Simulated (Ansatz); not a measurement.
An input for Ansatz 0.2.0 (SiO2 (I-42d)):

```yaml
crystal:
  lattice:
    - [-2.37405, 2.37405, 3.744]
    - [2.37405, -2.37405, 3.744]
    - [2.37405, 2.37405, -3.744]
  atoms:
    - { symbol: Si, position: [0.0, 0.0, 0.0] }
    - { symbol: Si, position: [0.75, 0.25, 0.5] }
    - { symbol: O, position: [0.99838, 0.625, 0.87338] }
    - { symbol: O, position: [0.375, 0.24838, 0.37338] }
    - { symbol: O, position: [0.75162, 0.125, 0.12662] }
    - { symbol: O, position: [0.875, 0.00162, 0.62662] }
kpoints:
  mp_grid: { grid: [4, 4, 4] }
hamiltonian:
  xc: r2scan
  pseudopotentials: { kind: paw, azcp: { folder: soft_1 } }
scf:
  occupations: { method: fixed }
gw:
  n_empty_bands: 191
  ecut_chi: 100
  qp_bands: [v2, c2]
  qp_kpoints: band_edges
  screening: { model: contour_deformation }
```

```sh
ansatz run input.yaml --threads 3 --pin off --max-ram 92160MiB --backend cuda --events-out ev --progress --plain --runs-dir out --devices 1 --max-vram 13GiB
```

Q: How long will it take on 1 × NVIDIA H100 80GB HBM3 (shared by 6 runs) with 3 threads of AMD EPYC 7R13 (Zen 3), shared host, and how much memory?

It took 23 s; on shared hardware allow 11 s to 45 s. Peak host memory was 1.4 GiB. The sizes that set the cost: 2141 plane waves a state, 13 irreducible k points, 207 bands summed, 179 plane waves in the screening and 8 SCF cycles.

The screening grows as filled bands × empty bands × pairs of k points, times the square of the screening basis for the matrix.

[Paths, hosts, dates, memory and timing lines, banners, echoed tables and standing remarks are left out of the program output.]

[Logs are printed without paths, hosts, clocks, repeated set-up lines and the standing remarks that a program may print on its own settings, such as how far it seeks lower states.]

[Runs of the session that timed out or met a known fault of the program may be left out.]

[Cells called generated may have been cut or substituted from an entry of the Crystallography Open Database or the Materials Project.]

[Hosts, paths, dates, database ids (printed as entryN), source tags and the programs' standing remarks are cut or masked in the printed files.]
